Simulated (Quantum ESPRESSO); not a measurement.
# Magnetic state of MnF2 from several starts, part 3 of 3

Aim: find out which collinear order of MnF2 costs least.

Quantum ESPRESSO 7.5; PBE with U = 4 eV on Mn d (ortho-atomic projectors); plane waves with GBRV 1.5 PBE potentials, no spin-orbit coupling.

So far, absolute magnetization (μB): step 2 (start 1: ferro ++) 10.0.

## 5. Run 4 (antiferro q=(1/2,1/2,1/2) +−+−)

This order needs a doubled cell of 12 atoms.

Contents of pw.in:

```
&CONTROL
  calculation = 'scf'
  prefix = 'pwscf'
  outdir = './tmp'
  pseudo_dir = './pseudo'
  disk_io = 'nowf'
/
&SYSTEM
  ibrav = 0
  celldm(1) = 8
  nat = 12
  ntyp = 3
  ecutwfc = 40
  ecutrho = 280
  nbnd = 74
  occupations = 'smearing'
  smearing = 'fd'
  degauss = 0.00367493
  nspin = 2
  starting_magnetization(1) = 0.3
  starting_magnetization(2) = -0.3
  starting_magnetization(3) = 0
/
&ELECTRONS
  conv_thr = 2.4d-08
  electron_maxstep = 150
  mixing_beta = 0.3
/
ATOMIC_SPECIES
Mn1    54.9380 mn_pbe_v1.5.uspp.F.UPF
Mn2    54.9380 mn_pbe_v1.5.uspp.F.UPF
F      18.9984 f_pbe_v1.4.uspp.F.UPF
CELL_PARAMETERS alat
   2.3025367965503    0.0000000000000    0.0000000000000
   1.1512683982751    1.1512683982751    0.0000000000000
   1.1512683982751    0.0000000000000    0.7820395350998
ATOMIC_POSITIONS crystal
Mn1     0.0000000000    0.0000000000    0.0000000000
Mn2     0.5000000000    0.0000000000    0.0000000000
Mn1     0.7500000000    0.5000000000    0.5000000000
Mn2     0.2500000000    0.5000000000    0.5000000000
F       0.0000000000    0.3053000000    0.0000000000
F       0.5000000000    0.3053000000    0.0000000000
F       0.4447000000    0.8053000000    0.5000000000
F       0.9447000000    0.8053000000    0.5000000000
F       0.0000000000    0.6947000000    0.0000000000
F       0.5000000000    0.6947000000    0.0000000000
F       0.0553000000    0.1947000000    0.5000000000
F       0.5553000000    0.1947000000    0.5000000000
K_POINTS automatic
4 8 8 0 0 0
HUBBARD {ortho-atomic}
U Mn1-3d 4.0000
U Mn2-3d 4.0000
```

Run with:

```bash
OMP_NUM_THREADS=1 mpirun -n 4 pw.x -nk 4 -in pw.in > pw.out
```

What it wrote:

```text
     [... lines left out ...]
Program PWSCF v.7.5 starts
     [... lines left out ...]
     number of atoms/cell      =           12
     [... lines left out ...]
     number of electrons       =       116.00
     number of Kohn-Sham states=           74
     kinetic-energy cutoff     =      40.0000  Ry
     charge density cutoff     =     280.0000  Ry
     scf convergence threshold =      2.4E-08
     [... lines left out ...]
      8 Sym. Ops. (no inversion) found ( 4 have fractional translation)
     [... lines left out ...]
     number of k points=    39  Fermi-Dirac smearing, width (Ry)=  0.0037
     [... lines left out ...]
     iteration #  9     ecut=    40.00 Ry     beta= 0.30
     [... lines left out ...]
     Magnetic moment per site  (integrated on atomic sphere of radius R)
     atom   1 (R=0.205)  charge= 12.3353  magn=  4.2398
     atom   2 (R=0.205)  charge= 12.3353  magn= -4.2398
     atom   3 (R=0.205)  charge= 12.3353  magn=  4.2398
     atom   4 (R=0.205)  charge= 12.3353  magn= -4.2398
     atom   5 (R=0.205)  charge=  6.7229  magn=  0.0240
     atom   6 (R=0.205)  charge=  6.7229  magn= -0.0240
     atom   7 (R=0.205)  charge=  6.7228  magn=  0.0240
     atom   8 (R=0.205)  charge=  6.7228  magn= -0.0240
     atom   9 (R=0.205)  charge=  6.7229  magn=  0.0240
     atom  10 (R=0.205)  charge=  6.7229  magn= -0.0240
     atom  11 (R=0.205)  charge=  6.7228  magn=  0.0240
     atom  12 (R=0.205)  charge=  6.7228  magn= -0.0240
     [... lines left out ...]
     Tr[ns(  1)] (up, down, total) =   4.98710  0.19519  5.18229
     [... lines left out ...]
     Tr[ns(  2)] (up, down, total) =   0.19519  4.98710  5.18229
     [... lines left out ...]
     Tr[ns(  3)] (up, down, total) =   4.98710  0.19519  5.18229
     [... lines left out ...]
     Tr[ns(  4)] (up, down, total) =   0.19519  4.98710  5.18229
     [... lines left out ...]
     the Fermi energy is     6.5905 ev
!    total energy              =   -1234.44880666 Ry
     estimated scf accuracy    <       0.00000002 Ry
     smearing contrib. (-TS)   =      -0.00000000 Ry
     [... lines left out ...]
     total magnetization       =     0.00 Bohr mag/cell
     absolute magnetization    =    19.55 Bohr mag/cell
     convergence has been achieved in   9 iterations
```

The job ended after 2.3 min (4 MPI ranks of Intel Xeon 6975P-C (Granite Rapids), shared host; peak memory 1.4 GiB).

Numbers from this step:

| Quantity | Value |
| --- | --- |
| smearing term TS | 7.34e-11 eV |
| magnetization | 0 μB |
| absolute magnetization | 19.55 μB |
| final state | antiferromagnetic |
| largest moment | 4.240 μB |

## 6. Start 5: antiferro +−

Contents of pw.in:

```
&CONTROL
  calculation = 'scf'
  prefix = 'pwscf'
  outdir = './tmp'
  pseudo_dir = './pseudo'
  disk_io = 'nowf'
/
&SYSTEM
  ibrav = 0
  celldm(1) = 8
  nat = 6
  ntyp = 3
  ecutwfc = 40
  ecutrho = 280
  nbnd = 39
  occupations = 'smearing'
  smearing = 'fd'
  degauss = 0.00367493
  nspin = 2
  starting_magnetization(1) = 0.3
  starting_magnetization(2) = -0.3
  starting_magnetization(3) = 0
/
&ELECTRONS
  conv_thr = 1.2d-08
  electron_maxstep = 150
  mixing_beta = 0.3
/
ATOMIC_SPECIES
Mn1    54.9380 mn_pbe_v1.5.uspp.F.UPF
Mn2    54.9380 mn_pbe_v1.5.uspp.F.UPF
F      18.9984 f_pbe_v1.4.uspp.F.UPF
CELL_PARAMETERS alat
   1.1512683982751    0.0000000000000    0.0000000000000
   0.0000000000000    1.1512683982751    0.0000000000000
   0.0000000000000    0.0000000000000    0.7820395350998
ATOMIC_POSITIONS crystal
Mn1     0.0000000000    0.0000000000    0.0000000000
Mn2     0.5000000000    0.5000000000    0.5000000000
F       0.3053000000    0.3053000000    0.0000000000
F       0.1947000000    0.8053000000    0.5000000000
F       0.6947000000    0.6947000000    0.0000000000
F       0.8053000000    0.1947000000    0.5000000000
K_POINTS automatic
8 8 8 0 0 0
HUBBARD {ortho-atomic}
U Mn1-3d 4.0000
U Mn2-3d 4.0000
```

What it wrote:

```text
     [... lines left out ...]
Program PWSCF v.7.5 starts
     [... lines left out ...]
     number of atoms/cell      =            6
     [... lines left out ...]
     number of electrons       =        58.00
     number of Kohn-Sham states=           39
     kinetic-energy cutoff     =      40.0000  Ry
     charge density cutoff     =     280.0000  Ry
     scf convergence threshold =      1.2E-08
     [... lines left out ...]
      8 Sym. Ops., with inversion, found
     [... lines left out ...]
     number of k points=   105  Fermi-Dirac smearing, width (Ry)=  0.0037
     [... lines left out ...]
     iteration # 12     ecut=    40.00 Ry     beta= 0.30
     [... lines left out ...]
     Magnetic moment per site  (integrated on atomic sphere of radius R)
     atom   1 (R=0.205)  charge= 12.3353  magn=  4.2351
     atom   2 (R=0.205)  charge= 12.3353  magn= -4.2351
     atom   3 (R=0.205)  charge=  6.7226  magn= -0.0216
     atom   4 (R=0.205)  charge=  6.7226  magn=  0.0216
     atom   5 (R=0.205)  charge=  6.7226  magn= -0.0216
     atom   6 (R=0.205)  charge=  6.7226  magn=  0.0216
     [... lines left out ...]
     Tr[ns(  1)] (up, down, total) =   4.98657  0.19881  5.18538
     [... lines left out ...]
     Tr[ns(  2)] (up, down, total) =   0.19881  4.98657  5.18538
     [... lines left out ...]
     the Fermi energy is     6.8311 ev
!    total energy              =    -617.22570846 Ry
     estimated scf accuracy    <          4.8E-11 Ry
     smearing contrib. (-TS)   =      -0.00000000 Ry
     [... lines left out ...]
     total magnetization       =    -0.00 Bohr mag/cell
     absolute magnetization    =     9.76 Bohr mag/cell
     convergence has been achieved in  12 iterations
```

It took 53 s on 4 MPI ranks; peak memory 0.81 GiB.

Numbers from this step:

```
smearing term TS       : 6.32e-15 eV
magnetization          : 0 μB
absolute magnetization : 9.756 μB
final state            : antiferromagnetic
largest moment         : 4.235 μB
```

## 7. Start 6: antiferro q=(1/2,1/2,0) +−+−

This order needs a doubled cell of 12 atoms.

Contents of pw.in:

```
&CONTROL
  calculation = 'scf'
  prefix = 'pwscf'
  outdir = './tmp'
  pseudo_dir = './pseudo'
  disk_io = 'nowf'
/
&SYSTEM
  ibrav = 0
  celldm(1) = 8
  nat = 12
  ntyp = 3
  ecutwfc = 40
  ecutrho = 280
  nbnd = 74
  occupations = 'smearing'
  smearing = 'fd'
  degauss = 0.00367493
  nspin = 2
  starting_magnetization(1) = 0.3
  starting_magnetization(2) = -0.3
  starting_magnetization(3) = 0
/
&ELECTRONS
  conv_thr = 2.4d-08
  electron_maxstep = 150
  mixing_beta = 0.3
/
ATOMIC_SPECIES
Mn1    54.9380 mn_pbe_v1.5.uspp.F.UPF
Mn2    54.9380 mn_pbe_v1.5.uspp.F.UPF
F      18.9984 f_pbe_v1.4.uspp.F.UPF
CELL_PARAMETERS alat
   2.3025367965503    0.0000000000000    0.0000000000000
   1.1512683982751    1.1512683982751    0.0000000000000
   0.0000000000000    0.0000000000000    0.7820395350998
ATOMIC_POSITIONS crystal
Mn1     0.0000000000    0.0000000000    0.0000000000
Mn2     0.5000000000    0.0000000000    0.0000000000
Mn1     0.0000000000    0.5000000000    0.5000000000
Mn2     0.5000000000    0.5000000000    0.5000000000
F       0.0000000000    0.3053000000    0.0000000000
F       0.5000000000    0.3053000000    0.0000000000
F       0.6947000000    0.8053000000    0.5000000000
F       0.1947000000    0.8053000000    0.5000000000
F       0.0000000000    0.6947000000    0.0000000000
F       0.5000000000    0.6947000000    0.0000000000
F       0.3053000000    0.1947000000    0.5000000000
F       0.8053000000    0.1947000000    0.5000000000
K_POINTS automatic
4 8 8 0 0 0
HUBBARD {ortho-atomic}
U Mn1-3d 4.0000
U Mn2-3d 4.0000
```

What it wrote:

```text
     [... lines left out ...]
Program PWSCF v.7.5 starts
     [... lines left out ...]
     number of atoms/cell      =           12
     [... lines left out ...]
     number of electrons       =       116.00
     number of Kohn-Sham states=           74
     kinetic-energy cutoff     =      40.0000  Ry
     charge density cutoff     =     280.0000  Ry
     scf convergence threshold =      2.4E-08
     [... lines left out ...]
      8 Sym. Ops., with inversion, found
     [... lines left out ...]
     number of k points=    65  Fermi-Dirac smearing, width (Ry)=  0.0037
     [... lines left out ...]
     iteration # 10     ecut=    40.00 Ry     beta= 0.30
     [... lines left out ...]
     Magnetic moment per site  (integrated on atomic sphere of radius R)
     atom   1 (R=0.205)  charge= 12.3348  magn=  4.2411
     atom   2 (R=0.205)  charge= 12.3348  magn= -4.2411
     atom   3 (R=0.205)  charge= 12.3345  magn=  4.2411
     atom   4 (R=0.205)  charge= 12.3345  magn= -4.2411
     atom   5 (R=0.205)  charge=  6.7226  magn=  0.0692
     atom   6 (R=0.205)  charge=  6.7226  magn= -0.0692
     atom   7 (R=0.205)  charge=  6.7226  magn= -0.0229
     atom   8 (R=0.205)  charge=  6.7226  magn=  0.0229
     atom   9 (R=0.205)  charge=  6.7226  magn=  0.0692
     atom  10 (R=0.205)  charge=  6.7226  magn= -0.0692
     atom  11 (R=0.205)  charge=  6.7226  magn= -0.0229
     atom  12 (R=0.205)  charge=  6.7226  magn=  0.0229
     [... lines left out ...]
     Tr[ns(  1)] (up, down, total) =   4.98744  0.19466  5.18210
     [... lines left out ...]
     Tr[ns(  2)] (up, down, total) =   0.19466  4.98744  5.18210
     [... lines left out ...]
     Tr[ns(  3)] (up, down, total) =   4.98739  0.19457  5.18196
     [... lines left out ...]
     Tr[ns(  4)] (up, down, total) =   0.19457  4.98739  5.18196
     [... lines left out ...]
     the Fermi energy is     6.8212 ev
!    total energy              =   -1234.44869761 Ry
     estimated scf accuracy    <       0.00000001 Ry
     smearing contrib. (-TS)   =      -0.00000000 Ry
     [... lines left out ...]
     total magnetization       =    -0.00 Bohr mag/cell
     absolute magnetization    =    19.75 Bohr mag/cell
     convergence has been achieved in  10 iterations
```

The job ended after 2.9 min (4 MPI ranks; peak memory 1.6 GiB; 11 min of CPU time).

Read from the output:

```
smearing term TS       : 3.23e-12 eV
magnetization          : 0 μB
absolute magnetization : 19.75 μB
final state            : antiferromagnetic
largest moment         : 4.241 μB
```

## 8. Run 7 (no spin polarisation)

Contents of pw.in:

```
&CONTROL
  calculation = 'scf'
  prefix = 'pwscf'
  outdir = './tmp'
  pseudo_dir = './pseudo'
  disk_io = 'nowf'
/
&SYSTEM
  ibrav = 0
  celldm(1) = 8
  nat = 6
  ntyp = 2
  ecutwfc = 40
  ecutrho = 280
  nbnd = 39
  occupations = 'smearing'
  smearing = 'fd'
  degauss = 0.00367493
/
&ELECTRONS
  conv_thr = 1.2d-08
  electron_maxstep = 150
  mixing_beta = 0.3
/
ATOMIC_SPECIES
Mn     54.9380 mn_pbe_v1.5.uspp.F.UPF
F      18.9984 f_pbe_v1.4.uspp.F.UPF
CELL_PARAMETERS alat
   1.1512683982751    0.0000000000000    0.0000000000000
   0.0000000000000    1.1512683982751    0.0000000000000
   0.0000000000000    0.0000000000000    0.7820395350998
ATOMIC_POSITIONS crystal
Mn      0.0000000000    0.0000000000    0.0000000000
Mn      0.5000000000    0.5000000000    0.5000000000
F       0.3053000000    0.3053000000    0.0000000000
F       0.1947000000    0.8053000000    0.5000000000
F       0.6947000000    0.6947000000    0.0000000000
F       0.8053000000    0.1947000000    0.5000000000
K_POINTS automatic
8 8 8 0 0 0
HUBBARD {ortho-atomic}
U Mn-3d 4.0000
```

What it wrote:

```text
     [... lines left out ...]
Program PWSCF v.7.5 starts
     [... lines left out ...]
     number of atoms/cell      =            6
     [... lines left out ...]
     number of electrons       =        58.00
     number of Kohn-Sham states=           39
     kinetic-energy cutoff     =      40.0000  Ry
     charge density cutoff     =     280.0000  Ry
     scf convergence threshold =      1.2E-08
     [... lines left out ...]
     16 Sym. Ops., with inversion, found ( 8 have fractional translation)
     [... lines left out ...]
     number of k points=    75  Fermi-Dirac smearing, width (Ry)=  0.0037
     [... lines left out ...]
     iteration # 12     ecut=    40.00 Ry     beta= 0.30
     [... lines left out ...]
     Tr[ns(  1)] =   5.42584
     [... lines left out ...]
     Tr[ns(  2)] =   5.42584
     [... lines left out ...]
     the Fermi energy is     6.4769 ev
!    total energy              =    -616.55212885 Ry
     estimated scf accuracy    <          3.5E-09 Ry
     smearing contrib. (-TS)   =      -0.00559220 Ry
     [... lines left out ...]
     convergence has been achieved in  12 iterations
```

The job ended after 21 s (4 MPI ranks; peak memory 0.53 GiB).

This step gave:

```yaml
smearing_term_ts: 0.07609 eV
final_state: non-magnetic (no spin polarisation)
```

## 9. Energies of the orders

An order is kept where moments of 0.15 μB or more survive with the typed signs; meshes match where a doubled cell samples the same k points as the first cell.

Orders:

```
                         start        final state  typed order kept  energy over the lowest (meV a seeded atom)  largest site moment (μB)  net moment (μB a cell of the first run)  mesh matched  CPU time (s)
                      ferro ++      ferromagnetic               yes                                       19.79                     4.247                                       10           yes         176.5
    antiferro q=(0,0,1/2) +-+-  antiferromagnetic               yes                                       8.829                     4.239                                        0           yes         448.3
    antiferro q=(0,1/2,0) +-+-  antiferromagnetic               yes                                       9.475                     4.241                                        0           yes         707.7
antiferro q=(1/2,1/2,1/2) +-+-  antiferromagnetic               yes                                       8.879                      4.24                                        0           yes         559.6
                  antiferro +-  antiferromagnetic               yes                                           0                     4.235                                        0           yes         211.6
  antiferro q=(1/2,1/2,0) +-+-  antiferromagnetic               yes                                        9.25                     4.241                                        0           yes         683.2
          no spin polarisation       non-magnetic                 -                                        4582                         0                                        0           yes          82.4
```

## 10. Occupations of the corrected shells in the lowest state

Occupations of the Hubbard shells:

```
block  type  shell  spin  electrons             occupation numbers
    1   Mn1     3d    up      4.987  0.995 0.996 0.998 0.999 0.999
    1   Mn1     3d  down     0.1988  0.017 0.020 0.023 0.067 0.072
    2   Mn2     3d    up     0.1988  0.017 0.020 0.023 0.067 0.072
    2   Mn2     3d  down      4.987  0.995 0.996 0.998 0.999 0.999
```

## 11. Results

```yaml
lowest_state_found: antiferromagnetic (from antiferro +-)
largest_site_moment: 4.24 μB
next_state_with_moments: antiferromagnetic, 8.83 meV a seeded atom higher
state_without_moments_under_the_same_u: 4582 meV a seeded atom higher
```

In words: Under a U the spinless run pays the Hubbard penalty of a partly filled shell, so its energy overstates what forming the moments gains. Only these 7 starts were compared; other wavevectors, canted and longer-period orders were not.

[Logs and program files are shortened in this print: banners, set-up blocks, solver, clock and traceback lines can be left out without a mark of their own.]

[Logs are printed without paths, hosts, clocks, repeated set-up lines and the standing remarks that a program may print on its own settings, such as how far it seeks lower states.]

[Hosts, paths, dates, database ids (printed as entryN), source tags and the programs' standing remarks are cut or masked in the printed files.]

[Where a cell is said to come from a database of computed structures, the database is the Materials Project.]
